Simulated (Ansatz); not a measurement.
# Core levels in a random alloy: Al20Ag7 (Al on 74 % of the Ag sites, one arrangement), part 2 of 2

Wanted: how composition and neighbours shift and broaden the core lines of Al20Ag7 (Al on 74 % of the Ag sites, one arrangement). Spin–orbit coupling is left out of the bands throughout.

Ansatz 0.2.0; DFT, LDA, plane-wave PAW, default files, scalar-relativistic.

So far. Step 3 (Valence states): The largest force component on a free atom is 0.004 eV/Å, so the atoms are at rest for these settings too. At the Fermi level the DOS is 8.15 states/eV a cell, and on the broadened curves Al 3p holds 58 % of the total there.

**4. Core holes**

XPS shifts tell sites apart. Each chosen atom gets a core hole in a self-consistent pass of its own.

The input, input.yaml:

```yaml
crystal:
  lattice:
    - [0.1176357709, 6.208190935, 6.1068987078]
    - [5.9522217636, 0.2732728247, 5.9512616541]
    - [6.0741235319, 6.1744556495, 0.1513710564]
  atoms:
    - { symbol: Al, position: [0.0036022076, 0.003296356, 0.0020382838] }
    - { symbol: Al, position: [0.0050517809, 0.0030429832, 0.3311102214] }
    - { symbol: Al, position: [0.0014427104, 0.0006507382, 0.6670226678] }
    - { symbol: Al_h, position: [0.0020077324, 0.3359594586, -0.0002778558] }
    - { symbol: Al, position: [0.0020653824, 0.3376104612, 0.3379169859] }
    - { symbol: Ag_h, position: [0.0046524274, 0.3259444996, 0.6701709836] }
    - { symbol: Al, position: [-0.0058968539, 0.6715485466, 0.0035531676] }
    - { symbol: Ag_h, position: [-0.0023902182, 0.6769212972, 0.3283944126] }
    - { symbol: Al, position: [-0.0044486755, 0.6644168096, 0.6603867292] }
    - { symbol: Al, position: [0.3361704828, 0.0006233977, -0.0009167157] }
    - { symbol: Al, position: [0.3363785358, -0.0041321611, 0.3274094748] }
    - { symbol: Al, position: [0.3354685988, -0.000899571, 0.6705715388] }
    - { symbol: Al, position: [0.3311538453, 0.3336435125, 0.0004822047] }
    - { symbol: Al_h, position: [0.3282459799, 0.3307770752, 0.3348742128] }
    - { symbol: Al, position: [0.3342690483, 0.3324611953, 0.6643831161] }
    - { symbol: Al, position: [0.3322860286, 0.6654856628, 0.0058254751] }
    - { symbol: Ag, position: [0.3372172206, 0.6587665707, 0.3310835517] }
    - { symbol: Al, position: [0.3304929543, 0.6658206292, 0.6646231815] }
    - { symbol: Ag, position: [0.6659167282, 0.0028858347, -0.0037506934] }
    - { symbol: Al, position: [0.6630077126, -0.0070314719, 0.3324709369] }
    - { symbol: Ag_h, position: [0.6702615178, 0.0071050008, 0.6595113136] }
    - { symbol: Al, position: [0.6675023422, 0.330645038, 0.0001121234] }
    - { symbol: Al, position: [0.6680122027, 0.3325501641, 0.3298324608] }
    - { symbol: Al, position: [0.6688639482, 0.3352113148, 0.6680893556] }
    - { symbol: Al_h, position: [0.6670433999, 0.6715531219, -0.0013682899] }
    - { symbol: Ag, position: [0.6658818434, 0.6577645437, 0.3386404563] }
    - { symbol: Ag, position: [0.6557411169, 0.6673789926, 0.677810701] }
kpoints:
  mp_grid: { grid: [4, 4, 4] }
scf:
  occupations: { method: fermi_dirac, width: 0.08 }
  n_extra_bands: 27
hamiltonian:
  xc: lda
  pseudopotentials: { kind: paw }
output:
  forces: true
  core_levels:
    shells: { Ag_h: "3d", Al_h: "2p" }
    counted_from: fermi_level
    add_spin: false
```

Started as:

```
ansatz run input.yaml --threads 4 --pin off --max-ram 14336MiB --backend cpu --events-out ev --progress --plain --runs-dir out
```

The job ended after 13 min (4 threads of Intel Xeon at 2.50GHz (Skylake/Cascade Lake), shared host; peak memory 2.3 GiB; 50 min of CPU time).

Each level is the free energy with the hole less that without it. The electron goes to the Fermi level, so the difference is a binding energy from E_F. The hole's nearest image is 8.3 Å away, and the holes carry no spin, so absolute levels are rough.

```
atom  region  shell  level (eV)  shift (eV)     j lines (eV)  doubts
 Al4       -     2p       72.93       -0.14    73.20 / 72.79       -
 Ag6       -     3d      369.20       -0.05  372.81 / 366.79       -
 Ag8       -     3d      369.21       -0.04  372.81 / 366.80       -
Al14       -     2p       72.92       -0.14    73.20 / 72.79       -
Ag21       -     3d      369.24       +0.00  372.85 / 366.84       -
Al25       -     2p       73.07       +0.00    73.34 / 72.93       -
```

Levels of p, d and f shells are means over their two j lines, weighted by degeneracy; the splitting comes from the atom's own solve. Shifts count from the last listed atom of each element.

The Al 2p lines of the listed atoms alone (other atoms of the cell aren't counted), as Gaussians 0.8 eV wide, no depth weighting. Table of intensity by Al 2p level; read off at these points:

Al 2p level (eV), intensity (%) and a bar:
```
    71.30          0 
    71.40          0 
    71.50          0 
    71.60          0 
    71.70          0 
    71.80          1 
    71.90          2 #
    72.00          4 #
    72.10          8 ###
    72.20         15 ####
    72.30         25 #######
    72.40         37 ###########
    72.50         53 ################
    72.60         69 #####################
    72.70         83 #########################
    72.80         94 ############################
    72.90         99 ##############################
    72.94        100 ##############################
    73.00         99 ##############################
    73.10         93 ############################
    73.20         83 #########################
    73.30         70 #####################
    73.40         55 #################
    73.50         42 #############
    73.60         30 #########
    73.70         20 ######
    73.80         12 ####
    73.90          7 ##
    74.00          4 #
    74.10          2 #
    74.20          1 
    74.30          0 
    74.40          0 
    74.50          0 
    74.60          0 
    74.70          0
```

The intensity has structure finer than the step of the table below, so its rows give means over 0.25 eV, whole bins alone (the curve runs from 365 to 374 eV). Peaks (eV: height): 366.810: 100, 372.837: 66.4.

The Ag 3d lines of the listed atoms alone (other atoms of the cell aren't counted), as Gaussians 0.3 eV wide, no depth weighting. Table of intensity by Ag 3d level; means over each step:

```
Ag 3d level (eV)  intensity (%)
          366.00              0
          366.25         0.0560
          366.50           9.86
          366.75           78.9
          367.00           39.5
          367.25           1.08
          367.50        0.00103
          367.75              0
          368.00              0
          368.25              0
          368.50              0
          368.75              0
          369.00              0
          369.25              0
          369.50              0
          369.75              0
          370.00              0
          370.25              0
          370.50              0
          370.75              0
          371.00              0
          371.25              0
          371.50              0
          371.75              0
          372.00              0
          372.25         0.0242
          372.50           5.51
          372.75           50.6
          373.00           29.1
          373.25          0.955
          373.50        0.00109
```

**5. Z+1 stand-in on atom 6**

System of this step: Al20CdAg6. The cell holds 27 atoms: 20 Al, 1 Cd and 6 Ag. Its edges and angles: a = 8.709 Å, b = 8.421 Å, c = 8.663 Å, α = 57.9°, β = 58.0°, γ = 58.1°. It derives from Ag and Al.

An atom with a screened core hole acts much like the next element, so swapping it gives a second estimate of the shift between sites.

Changes to input.yaml since step 4:

```diff
@@ -9,7 +9,7 @@
     - { symbol: Al, position: [0.0014427104, 0.0006507382, 0.6670226678] }
-    - { symbol: Al_h, position: [0.0020077324, 0.3359594586, -0.0002778558] }
+    - { symbol: Al, position: [0.0020077324, 0.3359594586, -0.0002778558] }
     - { symbol: Al, position: [0.0020653824, 0.3376104612, 0.3379169859] }
-    - { symbol: Ag_h, position: [0.0046524274, 0.3259444996, 0.6701709836] }
+    - { symbol: Cd, position: [0.0046524274, 0.3259444996, 0.6701709836] }
     - { symbol: Al, position: [-0.0058968539, 0.6715485466, 0.0035531676] }
-    - { symbol: Ag_h, position: [-0.0023902182, 0.6769212972, 0.3283944126] }
+    - { symbol: Ag, position: [-0.0023902182, 0.6769212972, 0.3283944126] }
     - { symbol: Al, position: [-0.0044486755, 0.6644168096, 0.6603867292] }
@@ -19,3 +19,3 @@
     - { symbol: Al, position: [0.3311538453, 0.3336435125, 0.0004822047] }
-    - { symbol: Al_h, position: [0.3282459799, 0.3307770752, 0.3348742128] }
+    - { symbol: Al, position: [0.3282459799, 0.3307770752, 0.3348742128] }
     - { symbol: Al, position: [0.3342690483, 0.3324611953, 0.6643831161] }
@@ -26,3 +26,3 @@
     - { symbol: Al, position: [0.6630077126, -0.0070314719, 0.3324709369] }
-    - { symbol: Ag_h, position: [0.6702615178, 0.0071050008, 0.6595113136] }
+    - { symbol: Ag, position: [0.6702615178, 0.0071050008, 0.6595113136] }
     - { symbol: Al, position: [0.6675023422, 0.330645038, 0.0001121234] }
@@ -30,3 +30,3 @@
     - { symbol: Al, position: [0.6688639482, 0.3352113148, 0.6680893556] }
-    - { symbol: Al_h, position: [0.6670433999, 0.6715531219, -0.0013682899] }
+    - { symbol: Al, position: [0.6670433999, 0.6715531219, -0.0013682899] }
     - { symbol: Ag, position: [0.6658818434, 0.6577645437, 0.3386404563] }
@@ -43,5 +43,2 @@
   forces: true
-  core_levels:
-    shells: { Ag_h: "3d", Al_h: "2p" }
-    counted_from: fermi_level
-    add_spin: false
+  stress: true
```

The job ended after 69 s (4 threads; peak memory 2.2 GiB; 4.3 min of CPU time).

Numbers from this step:

```
free energy             : -63124.4957 eV
energy at zero smearing : -63124.3960 eV
smearing term TS        : 0.1993 eV
Fermi energy            : 11.26 eV
pressure                : 1.145 GPa
```

Forces of up to 0.45 eV/Å remain, so this geometry is not at rest at this level.

**6. Z+1 stand-in on atom 21**

System of this step: Al20CdAg6. The cell holds 27 atoms: 20 Al, 6 Ag and 1 Cd. Cell: a = 8.709 Å, b = 8.421 Å, c = 8.663 Å, α = 57.9°, β = 58.0°, γ = 58.1°. It derives from Ag and Al.

The same swap on atom 21.

Changes to input.yaml since step 5:

```diff
@@ -11,3 +11,3 @@
     - { symbol: Al, position: [0.0020653824, 0.3376104612, 0.3379169859] }
-    - { symbol: Cd, position: [0.0046524274, 0.3259444996, 0.6701709836] }
+    - { symbol: Ag, position: [0.0046524274, 0.3259444996, 0.6701709836] }
     - { symbol: Al, position: [-0.0058968539, 0.6715485466, 0.0035531676] }
@@ -26,3 +26,3 @@
     - { symbol: Al, position: [0.6630077126, -0.0070314719, 0.3324709369] }
-    - { symbol: Ag, position: [0.6702615178, 0.0071050008, 0.6595113136] }
+    - { symbol: Cd, position: [0.6702615178, 0.0071050008, 0.6595113136] }
     - { symbol: Al, position: [0.6675023422, 0.330645038, 0.0001121234] }
```

It took 63 s on 4 threads; peak memory 2.2 GiB.

This step gave:

* free energy: -63124.4367 eV
* energy at zero smearing: -63124.3342 eV
* smearing term TS: 0.2049 eV
* pressure: 1.199 GPa

The run ends at a pressure of 1.20 GPa, with forces up to 0.34 eV/Å.

**7. Summary of results**

```
shift of Ag6 against Ag21                                    : -0.06 eV by Z+1, -0.05 eV by core holes
spread of the Al level over the listed sites                 : 0.14 eV
spread of the Ag level over the listed sites                 : 0.05 eV
strongest listed peak within 13 eV of the zero, at 1486.7 eV : 6.0 eV binding, mostly Ag 4d
strongest listed peak within 13 eV of the zero, at 21.2 eV   : 6.0 eV binding, mostly Ag 4d
Ag 4d centre of the filled part                              : -5.74 eV (9.7 states an atom)
```

In words: Over the listed sites the core levels spread as follows: Al 0.14 eV and Ag 0.05 eV. At 21.2 eV the valence spectrum has its highest listed peak within 10.8 eV at 6.0 eV (Ag 4d). At 1486.7 eV the valence spectrum has its highest listed peak within 12.4 eV at 6.0 eV (Ag 4d). The shell named is the one with most of the intensity, cross sections included, not always the one with most states there. Semilocal functionals put filled localised shells such as Ag 4d too near the top of the filled states. Spin–orbit coupling is left out, which matters for the heavy atoms here. Shifts mix charge transfer, volume and screening, so their sign doesn't give the direction of charge flow by itself.

[Logs are printed without paths, hosts, clocks, repeated set-up lines and the standing remarks that a program may print on its own settings, such as how far it seeks lower states.]

[Hosts, paths, dates, database ids (printed as entryN), source tags and the programs' standing remarks are cut or masked in the printed files.]

[Maps of the electrostatic potential energy from Ansatz leave out the sawtooth potential of an applied field or a dipole correction, so their vacuum need not be flat; work functions include it.]
